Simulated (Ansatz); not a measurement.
# Direct or indirect: KMgF3 (Pm-3m)

```
K Mg F
1.0
     3.98590    0.00000    0.00000
     0.00000    3.98590    0.00000
     0.00000    0.00000    3.98590
K Mg F
1 1 3
Cartesian
  1.9929 1.9929 1.9929
  0.0000 0.0000 0.0000
  0.0000 0.0000 1.9929
  0.0000 1.9929 0.0000
  1.9929 0.0000 0.0000
```

Method: Ansatz, PBE, independent particles, without spin-orbit coupling, line width 0.15 eV (Gaussian). The band structure gives a fundamental gap of 7.33 eV. The spectrum of vertical transitions near the edge:

```tsv
E (eV)	Im ε, E ∥ xyz
6.84	0.00
6.96	0.00
7.08	0.00
7.20	0.00
7.32	0.00
7.44	0.00
7.56	0.03
7.68	0.10
7.80	0.20
7.92	0.27
8.04	0.33
8.16	0.38
8.28	0.41
8.40	0.44
8.52	0.47
8.64	0.50
8.76	0.52
8.88	0.55
```

(1) Is the gap direct or indirect, and about where do vertical transitions set in?

Results:

(1) Indirect, by the band path, whose least direct gap is 7.66 eV. The curves fit this: they stay near zero above 7.33 eV and rise only from about 7.7 eV, though a forbidden direct transition would look alike. Lines are broadened by 0.15 eV, which spreads the edge, and phonons, which would give weak absorption from the fundamental gap up, are left out.

[Logs are printed without paths, hosts, clocks, repeated set-up lines and the standing remarks that a program may print on its own settings, such as how far it seeks lower states.]
